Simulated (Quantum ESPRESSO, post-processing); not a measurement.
# 1T-PtS2 on 2H-MoTe2, AA stacking: a series in the field along the normal, part 4 of 4

What law, if any, do the results for 1T-PtS2 on 2H-MoTe2, AA stacking follow against the field along the normal?

Quantum ESPRESSO 7.5; plane-wave DFT, PBE, GBRV ultrasoft pseudopotentials.

So far. Step 2 (Relaxing cell and ions of the reference):  The last row is no step: it is a fresh SCF in the final cell with a new plane-wave basis, +0 meV from the row before. Step 5 (Band structure, 0 V/Å): Along this path the valence top lies at K and the conduction bottom between Γ and M. The valence levels at K and Γ lie only 0.02 eV apart, so strain, functional or spin-orbit coupling can change their order.

**6. Self-consistent run, 0.05 V/Å**

Input file m1.scf.in:

```
&control
  prefix = 'm1.scf'
  outdir = './out'
  pseudo_dir = './pseudo'
  calculation = 'scf'
  tprnfor = .true.
  tefield = .true.
  dipfield = .true.
/
&system
  ibrav = 0
  nat = 6
  ntyp = 4
  ecutwfc = 40
  ecutrho = 200
  occupations = 'smearing'
  smearing = 'fd'
  degauss = 0.002
  edir = 3
  emaxpos = 0.97
  eopreg = 0.04
  eamp = 0.00097235
  nbnd = 33
/
&electrons
  conv_thr = 1e-09
  mixing_beta = 0.4
  electron_maxstep = 120
  mixing_mode = 'plain'
  startingpot = 'file'
/
ATOMIC_SPECIES
  Te  127.6000  te_pbe_v1.uspp.F.UPF
  Mo  95.9500  mo_pbe_v1.uspp.F.UPF
  S   32.0600  s_pbe_v1.4.uspp.F.UPF
  Pt  195.0840  pt_pbe_v1.4.uspp.F.UPF
CELL_PARAMETERS angstrom
  3.54401836200000 0.00000000000000 0.00000000000000
  -1.77200918100000 3.06920993300000 0.00000000000000
  0.00000000000000 0.00000000000000 25.98818902400000
ATOMIC_POSITIONS crystal
  Te  0.333333333300 0.666666666700 0.333612560900
  Mo  0.000000000000 0.000000000000 0.403313171900
  Te  0.333333333300 0.666666666700 0.472691348500
  S   0.666666666700 0.333333333300 0.583195550500
  Pt  0.000000000000 0.000000000000 0.630371281400
  S   0.333333333300 0.666666666700 0.678401632300
K_POINTS automatic
  12 12 1 0 0 0
```

Launch:

```console
> cp -r out/m0.scf.save out/m1.scf.save
> OMP_NUM_THREADS=1 mpirun -n 4 pw.x -nk 4 -in m1.scf.in > m1.scf.out
```

The program printed:

```text
[banner, memory and clock lines left out]
Program PWSCF v.7.5 starts
[...]
number of electrons       =        54.00
     number of Kohn-Sham states=           33
     kinetic-energy cutoff     =      40.0000  Ry
     charge density cutoff     =     200.0000  Ry
[...]
number of k points=    74  Fermi-Dirac smearing, width (Ry)=  0.0020
[...]
Dense  grid:    90917 G-vectors     FFT dimensions: (  32,  32, 225)
[...]
The initial density is read from file :
[...]
negative rho (up, down):  1.737E-01 0.000E+00
[...]
Starting wfcs are   41 randomized atomic wfcs
[...]
negative rho (up, down):  1.736E-01 0.000E+00
[...]
estimated scf accuracy    <       0.01109261 Ry
[...]
negative rho (up, down):  1.737E-01 0.000E+00
[...]
estimated scf accuracy    <       2.12617798 Ry
[...]
negative rho (up, down):  1.737E-01 0.000E+00
[...]
estimated scf accuracy    <       0.00892854 Ry
[...]
negative rho (up, down):  1.737E-01 0.000E+00
[...]
estimated scf accuracy    <       0.00201461 Ry
[...]
negative rho (up, down):  1.737E-01 0.000E+00
[...]
estimated scf accuracy    <       0.00179592 Ry
[...]
negative rho (up, down):  1.737E-01 0.000E+00
[...]
estimated scf accuracy    <       0.00153493 Ry
[...]
negative rho (up, down):  1.737E-01 0.000E+00
[...]
estimated scf accuracy    <       0.00091329 Ry
[...]
negative rho (up, down):  1.737E-01 0.000E+00
[...]
estimated scf accuracy    <       0.00050381 Ry
[...]
negative rho (up, down):  1.737E-01 0.000E+00
[...]
estimated scf accuracy    <       0.00033486 Ry
[...]
negative rho (up, down):  1.736E-01 0.000E+00
[...]
estimated scf accuracy    <       0.00016774 Ry
[...]
negative rho (up, down):  1.736E-01 0.000E+00
[...]
estimated scf accuracy    <       0.00000368 Ry
[...]
negative rho (up, down):  1.736E-01 0.000E+00
[...]
estimated scf accuracy    <       0.00000030 Ry
[...]
negative rho (up, down):  1.736E-01 0.000E+00
[...]
estimated scf accuracy    <       0.00000008 Ry
[...]
negative rho (up, down):  1.736E-01 0.000E+00
[...]
estimated scf accuracy    <       0.00000010 Ry
[...]
negative rho (up, down):  1.736E-01 0.000E+00
[...]
estimated scf accuracy    <       0.00000001 Ry
[...]
negative rho (up, down):  1.736E-01 0.000E+00
[...]
estimated scf accuracy    <          4.3E-09 Ry
[...]
negative rho (up, down):  1.736E-01 0.000E+00
[...]
estimated scf accuracy    <          4.7E-09 Ry
[...]
negative rho (up, down):  1.736E-01 0.000E+00
[...]
estimated scf accuracy    <          2.1E-09 Ry
[...]
negative rho (up, down):  1.736E-01 0.000E+00
[...]
Computed dipole along edir(3) :
        Dipole                0.0102 Ry au,          0.0259 Debye
        Dipole field          0.0001 Ry au,
        E field amplitude [Ha a.u.]:  9.7235E-04
        Potential amp.        0.0854 Ry
        Total length         47.1461 bohr
[...]
the Fermi energy is     2.4264 ev
!    total energy              =    -451.35344483 Ry
     estimated scf accuracy    <          1.4E-10 Ry
     smearing contrib. (-TS)   =      -0.00000001 Ry
     internal energy E=F+TS    =    -451.35344482 Ry
[...]
one-electron contribution =   -2769.98300408 Ry
     hartree contribution      =    1393.78609193 Ry
     xc contribution           =    -122.08339102 Ry
     ewald contribution        =    1046.92687745 Ry
     electric field correction =      -0.00001911 Ry
     convergence has been achieved in  19 iterations
     negative rho (up, down):  1.736E-01 0.000E+00
[...]
Total force =     0.008097     Total SCF correction =     0.000049
[...]
```

Run time: 2.6 min. Hardware: 4 MPI ranks of Arm Neoverse V2, shared host; peak memory 1.1 GiB.

This step gave:

| Quantity | Value |
| --- | --- |
| free energy | -6140.9765 eV |
| Fermi energy | 2.426 eV |
| dipole along the normal | 0.005392 e·Å |
| valence top, on the run's zero | 2.049 eV |
| conduction bottom, on the run's zero | 2.803 eV |
| gap by band count | 0.7535 eV |

**7. SCF with pw.x, 0.4 V/Å**

m9.scf.in is the input of step 6 with these lines changed:

```diff
@@ -1,3 +1,3 @@
 &control
-  prefix = 'm1.scf'
+  prefix = 'm9.scf'
   outdir = './out'
@@ -21,3 +21,3 @@
   eopreg = 0.04
-  eamp = 0.00097235
+  eamp = 0.00777876
   nbnd = 33
```

Launch:

```console
> cp -r out/m0.scf.save out/m9.scf.save
> OMP_NUM_THREADS=1 mpirun -n 4 pw.x -nk 4 -in m9.scf.in > m9.scf.out
```

The program printed:

```text
[banner, memory and clock lines left out]
Program PWSCF v.7.5 starts
[...]
number of electrons       =        54.00
     number of Kohn-Sham states=           33
     kinetic-energy cutoff     =      40.0000  Ry
     charge density cutoff     =     200.0000  Ry
[...]
number of k points=    74  Fermi-Dirac smearing, width (Ry)=  0.0020
[...]
Dense  grid:    90917 G-vectors     FFT dimensions: (  32,  32, 225)
[...]
The initial density is read from file :
[...]
negative rho (up, down):  1.737E-01 0.000E+00
[...]
Starting wfcs are   41 randomized atomic wfcs
[...]
negative rho (up, down):  1.728E-01 0.000E+00
[...]
estimated scf accuracy    <       2.56827065 Ry
[...]
negative rho (up, down):  1.719E-01 0.000E+00
[...]
estimated scf accuracy    <    1060.05733797 Ry
[...]
negative rho (up, down):  1.721E-01 0.000E+00
[...]
estimated scf accuracy    <       3.26711536 Ry
[...]
negative rho (up, down):  1.722E-01 0.000E+00
[...]
estimated scf accuracy    <       0.07238459 Ry
[...]
negative rho (up, down):  1.722E-01 0.000E+00
[...]
estimated scf accuracy    <       0.02999800 Ry
[...]
negative rho (up, down):  1.723E-01 0.000E+00
[...]
estimated scf accuracy    <       0.02527110 Ry
[...]
negative rho (up, down):  1.724E-01 0.000E+00
[...]
estimated scf accuracy    <       0.02261112 Ry
[...]
negative rho (up, down):  1.724E-01 0.000E+00
[...]
estimated scf accuracy    <       0.02068311 Ry
[...]
negative rho (up, down):  1.725E-01 0.000E+00
[...]
estimated scf accuracy    <       0.01863692 Ry
[...]
negative rho (up, down):  1.726E-01 0.000E+00
[...]
estimated scf accuracy    <       0.01232426 Ry
[...]
negative rho (up, down):  1.736E-01 0.000E+00
[...]
estimated scf accuracy    <       0.00434257 Ry
[...]
negative rho (up, down):  1.735E-01 0.000E+00
[...]
estimated scf accuracy    <       0.00006054 Ry
[...]
negative rho (up, down):  1.735E-01 0.000E+00
[...]
estimated scf accuracy    <       0.00001802 Ry
[...]
negative rho (up, down):  1.736E-01 0.000E+00
[...]
estimated scf accuracy    <       0.00000670 Ry
[...]
negative rho (up, down):  1.736E-01 0.000E+00
[...]
estimated scf accuracy    <       0.00000199 Ry
[...]
negative rho (up, down):  1.736E-01 0.000E+00
[...]
estimated scf accuracy    <       0.00000047 Ry
[...]
negative rho (up, down):  1.736E-01 0.000E+00
[...]
estimated scf accuracy    <       0.00000004 Ry
[...]
negative rho (up, down):  1.736E-01 0.000E+00
[...]
estimated scf accuracy    <       0.00000002 Ry
[...]
negative rho (up, down):  1.736E-01 0.000E+00
[...]
estimated scf accuracy    <       0.00000001 Ry
[...]
negative rho (up, down):  1.736E-01 0.000E+00
[...]
Computed dipole along edir(3) :
        Dipole                0.4435 Ry au,          1.1272 Debye
        Dipole field          0.0029 Ry au,
        E field amplitude [Ha a.u.]:  7.7788E-03
        Potential amp.        0.4580 Ry
        Total length         47.1461 bohr
[...]
the Fermi energy is     2.4888 ev
!    total energy              =    -451.35653229 Ry
     estimated scf accuracy    <          6.9E-10 Ry
     smearing contrib. (-TS)   =      -0.00000000 Ry
     internal energy E=F+TS    =    -451.35653229 Ry
[...]
one-electron contribution =   -2769.52830115 Ry
     hartree contribution      =    1393.33212979 Ry
     xc contribution           =    -122.08163455 Ry
     ewald contribution        =    1046.92687745 Ry
     electric field correction =      -0.00560383 Ry
     convergence has been achieved in  20 iterations
     negative rho (up, down):  1.736E-01 0.000E+00
[...]
Total force =     0.008507     Total SCF correction =     0.000159
[...]
```

Run time: 3.2 min. Hardware: 4 MPI ranks; peak memory 1 GiB; 13 min of CPU time.

Numbers from this step:

```
free energy                          : -6141.0185 eV
Fermi energy                         : 2.489 eV
dipole along the normal              : 0.2347 e·Å
valence top, on the run's zero       : 2.076 eV
conduction bottom, on the run's zero : 2.908 eV
gap by band count                    : 0.8318 eV
```

**8. Ground state, -0.4 V/Å**

m10.scf.in is the input of step 7 with these lines changed:

```diff
@@ -1,3 +1,3 @@
 &control
-  prefix = 'm9.scf'
+  prefix = 'm10.scf'
   outdir = './out'
@@ -21,3 +21,3 @@
   eopreg = 0.04
-  eamp = 0.00777876
+  eamp = -0.00777876
   nbnd = 33
```

Launch:

```console
> cp -r out/m0.scf.save out/m10.scf.save
> OMP_NUM_THREADS=1 mpirun -n 4 pw.x -nk 4 -in m10.scf.in > m10.scf.out
```

The program printed:

```text
[banner, memory and clock lines left out]
Program PWSCF v.7.5 starts
[...]
number of electrons       =        54.00
     number of Kohn-Sham states=           33
     kinetic-energy cutoff     =      40.0000  Ry
     charge density cutoff     =     200.0000  Ry
[...]
number of k points=    74  Fermi-Dirac smearing, width (Ry)=  0.0020
[...]
Dense  grid:    90917 G-vectors     FFT dimensions: (  32,  32, 225)
[...]
The initial density is read from file :
[...]
negative rho (up, down):  1.737E-01 0.000E+00
[...]
Starting wfcs are   41 randomized atomic wfcs
[...]
negative rho (up, down):  1.768E-01 0.000E+00
[...]
estimated scf accuracy    <      22.90163820 Ry
[...]
negative rho (up, down):  1.715E-01 0.000E+00
[...]
estimated scf accuracy    <    5051.50418078 Ry
[...]
negative rho (up, down):  1.725E-01 0.000E+00
[...]
estimated scf accuracy    <     832.39854334 Ry
[...]
negative rho (up, down):  1.729E-01 0.000E+00
[...]
estimated scf accuracy    <       4.88709392 Ry
[...]
negative rho (up, down):  1.727E-01 0.000E+00
[...]
estimated scf accuracy    <       0.34112935 Ry
[...]
negative rho (up, down):  1.725E-01 0.000E+00
[...]
estimated scf accuracy    <       0.17435314 Ry
[...]
negative rho (up, down):  1.724E-01 0.000E+00
[...]
estimated scf accuracy    <       0.14305194 Ry
[...]
negative rho (up, down):  1.722E-01 0.000E+00
[...]
estimated scf accuracy    <       0.13107224 Ry
[...]
negative rho (up, down):  1.722E-01 0.000E+00
[...]
estimated scf accuracy    <       0.10714673 Ry
[...]
negative rho (up, down):  1.722E-01 0.000E+00
[...]
estimated scf accuracy    <       0.09053150 Ry
[...]
negative rho (up, down):  1.728E-01 0.000E+00
[...]
estimated scf accuracy    <       0.04972232 Ry
[...]
negative rho (up, down):  1.770E-01 0.000E+00
[...]
estimated scf accuracy    <       0.02346823 Ry
[...]
negative rho (up, down):  1.745E-01 0.000E+00
[...]
estimated scf accuracy    <       0.00046689 Ry
[...]
negative rho (up, down):  1.739E-01 0.000E+00
[...]
estimated scf accuracy    <       0.00007388 Ry
[...]
negative rho (up, down):  1.738E-01 0.000E+00
[...]
estimated scf accuracy    <       0.00000904 Ry
[...]
negative rho (up, down):  1.737E-01 0.000E+00
[...]
estimated scf accuracy    <       0.00000168 Ry
[...]
negative rho (up, down):  1.737E-01 0.000E+00
[...]
estimated scf accuracy    <       0.00000093 Ry
[...]
negative rho (up, down):  1.737E-01 0.000E+00
[...]
estimated scf accuracy    <       0.00000034 Ry
[...]
negative rho (up, down):  1.737E-01 0.000E+00
[...]
estimated scf accuracy    <       0.00000008 Ry
[...]
negative rho (up, down):  1.737E-01 0.000E+00
[...]
estimated scf accuracy    <          7.1E-09 Ry
[...]
negative rho (up, down):  1.737E-01 0.000E+00
[...]
Computed dipole along edir(3) :
        Dipole               -0.5477 Ry au,         -1.3922 Debye
        Dipole field         -0.0036 Ry au,
        E field amplitude [Ha a.u.]: -7.7788E-03
        Potential amp.       -0.3933 Ry
        Total length         47.1461 bohr
[...]
the Fermi energy is     2.3408 ev
!    total energy              =    -451.35814666 Ry
     estimated scf accuracy    <          9.1E-10 Ry
     smearing contrib. (-TS)   =      -0.00000006 Ry
     internal energy E=F+TS    =    -451.35814660 Ry
[...]
one-electron contribution =   -2770.50837515 Ry
     hartree contribution      =    1394.31439435 Ry
     xc contribution           =    -122.08449812 Ry
     ewald contribution        =    1046.92687745 Ry
     electric field correction =      -0.00654512 Ry
     convergence has been achieved in  21 iterations
     negative rho (up, down):  1.737E-01 0.000E+00
[...]
Total force =     0.009117     Total SCF correction =     0.000122
[...]
```

Wall time 3.8 min (4 MPI ranks); peak memory 1.1 GiB; 15 min of CPU time.

This step gave:

```
free energy                          : -6141.0404 eV
Fermi energy                         : 2.341 eV
dipole along the normal              : -0.2898 e·Å
valence top, on the run's zero       : 2.056 eV
conduction bottom, on the run's zero : 2.653 eV
gap by band count                    : 0.5968 eV
```

**9. The series side by side**

The series in one table, energies over the lowest:

| the field along the normal | dipole (e Å) | gap along the path (eV) | upper vacuum line at the top atoms, over the zero (eV) | lower vacuum line at the bottom atoms, over the zero (eV) | energy (eV) |
| --- | --- | --- | --- | --- | --- |
| -0.4 V/Å | -0.2898 | 0.597 | 5.536 | 4.299 | 0.0000 |
| -0.3 V/Å | -0.2241 | 0.6315 | 5.468 | 4.428 | 0.0257 |
| -0.2 V/Å | -0.1585 | 0.6672 | 5.403 | 4.558 | 0.0448 |
| -0.1 V/Å | -0.09292 | 0.703 | 5.34 | 4.69 | 0.0574 |
| -0.05 V/Å | -0.06027 | 0.7221 | 5.311 | 4.756 | 0.0612 |
| 0 V/Å | -0.02742 | 0.7401 | 5.281 | 4.824 | 0.0634 |
| 0.05 V/Å | 0.005392 | 0.7553 | 5.246 | 4.887 | 0.0640 |
| 0.1 V/Å | 0.03816 | 0.7673 | 5.21 | 4.948 | 0.0629 |
| 0.2 V/Å | 0.1036 | 0.7914 | 5.14 | 5.071 | 0.0558 |
| 0.3 V/Å | 0.1691 | 0.8151 | 5.071 | 5.195 | 0.0422 |
| 0.4 V/Å | 0.2347 | 0.838 | 5.003 | 5.322 | 0.0220 |

**10. By hand**

4πα/A = 180.95 × 0.6556 e Å²/V / 10.877 Å² = 10.91 Å.

In linear response the energy changes by −(p₀ + p)E/2: at 0.2 V/Å, −(-0.0274 + 0.1036) × 0.2/2 = -0.0076 eV; the runs give -0.0076 eV.

**11. What came out**

| Property | Result |
| --- | --- |
| 4πα/A from the weak fields | 10.91 Å |
| gap along the path, at -0.4 V/Å and at 0.4 V/Å | 0.60, 0.84 eV |
| upper vacuum line at the top atoms, over the zero, at -0.4 V/Å and at 0.4 V/Å | 5.54, 5.00 eV |
| lower vacuum line at the bottom atoms, over the zero, at -0.4 V/Å and at 0.4 V/Å | 4.30, 5.32 eV |

The series holds 11 members; 4πα/A from the weak fields: 10.91 Å (PBE, GBRV ultrasoft). The strongest fields leave the weak-field line by 0.1 % of the induced dipole. From -0.4 V/Å to 0.4 V/Å the gap along the path rises from 0.60 to 0.84 eV. From -0.4 V/Å to 0.4 V/Å the upper vacuum line at the top atoms, over the zero falls from 5.54 to 5.00 eV. From -0.4 V/Å to 0.4 V/Å the lower vacuum line at the bottom atoms, over the zero rises from 4.30 to 5.32 eV. Ions are held; semilocal gaps are too small; in strong fields empty levels can belong to the vacuum; one stacking. The layers share one strained lattice.

[Logs are printed without paths, hosts, clocks, repeated set-up lines and the standing remarks that a program may print on its own settings, such as how far it seeks lower states.]

[Hosts, paths, dates, database ids (printed as entryN), source tags and the programs' standing remarks are cut or masked in the printed files.]

[Maps of the electrostatic potential energy from Ansatz leave out the sawtooth potential of an applied field or a dipole correction, so their vacuum need not be flat; planar profiles and work functions include it.]
